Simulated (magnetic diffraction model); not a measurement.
# Ti₄CrB₅: what an assumed order does to the neutron pattern

Space group R-3m (no. 166), a = 2.8850 Å, c = 35.4590 Å.

| site | atom | x | y | z |
| --- | --- | --- | --- | --- |
| 3a | Cr | 0 | 0 | 0 |
| 6c | Ti | 2/3 | 1/3 | 0.7339 |
| 6c | Ti | 0 | 0 | 0.7997 |
| 6c | B | 1/3 | 2/3 | 0.9682 |
| 3b | B | 2/3 | 1/3 | 5/6 |
| 6c | B | 0 | 0 | 0.9008 |

The compound is invented for this exercise: a known structure type with other elements, its cell scaled to their sizes and not relaxed.

Only Cr is taken to order (form factors of Cr2+); orders and moment sizes are assumed, and not adapted to the symmetry. Radiation: neutrons of λ = 2.41 Å (absorption by B left out), 3° to 90°; isotropic B of 0.79 Å² (Cr), 0.67 Å² (Ti) and 0.93 Å² (B). Simulated constant-wavelength pattern: nuclear and magnetic terms add, the magnetic one as |2.695 fm × Σ f S⊥ exp(2πi Q·r) exp(−B s²)|², summed over all Q at one angle with the factor 1/(sin²θ cos θ). For collinear order S is the moment m, which repeats by lattice and centring translations R with the sign exp(−2πi k·R). Free-ion form factors, Sears's scattering lengths of 1992, no absorption; a label names one of the reflections at its angle. The strongest nuclear line in the range is 100, and lines under 0.2 are left out.

Assume the order k = (0 0 0), collinear moments along [101], 1.63 μB on Cr.

Q: Where does magnetic intensity appear, and how strong is it?

| 2θ (°) | index | nuclear | magnetic |
| --- | --- | --- | --- |
| 11.70 | (0 0 3) | 32.1 | 0.1 |
| 23.53 | (0 0 6) | 8.5 | 0.0 |
| 35.62 | (0 0 9) | 3.6 | 0.0 |
| 48.13 | (0 0 12) | 2.6 | 0.0 |
| 57.83 | (1 0 1) | 4.1 | 0.6 |
| 58.30 | (0 1 2) | 4.3 | 0.6 |
| 60.14 | (1 0 4) | 3.5 | 0.5 |
| 61.29 | (0 0 15) | 33.3 | 0.0 |
| 61.51 | (0 1 5) | 100.0 | 0.4 |
| 65.06 | (1 0 7) | 2.7 | 0.3 |
| 67.23 | (0 1 8) | 2.6 | 0.3 |
| 72.31 | (1 0 10) | 15.0 | 0.2 |
| 75.21 | (0 1 11) | 2.5 | 0.1 |
| 75.42 | (0 0 18) | 0.6 | 0.0 |
| 81.69 | (1 0 13) | 3.7 | 0.1 |
| 85.29 | (0 1 14) | 1.6 | 0.1 |

The strongest magnetic line in the range is (1 0 1) at 57.83° (0.6). On top of the Lorentz factor, which all lines share, magnetic lines fade with angle because f falls: for Cr2+ it is 0.88, 0.62, 0.37 and 0.09 at sin θ/λ = 0.1, 0.2, 0.3 and 0.5 Å⁻¹, while nuclear lengths stay constant. The net moment is 1.63 μB a primitive cell.
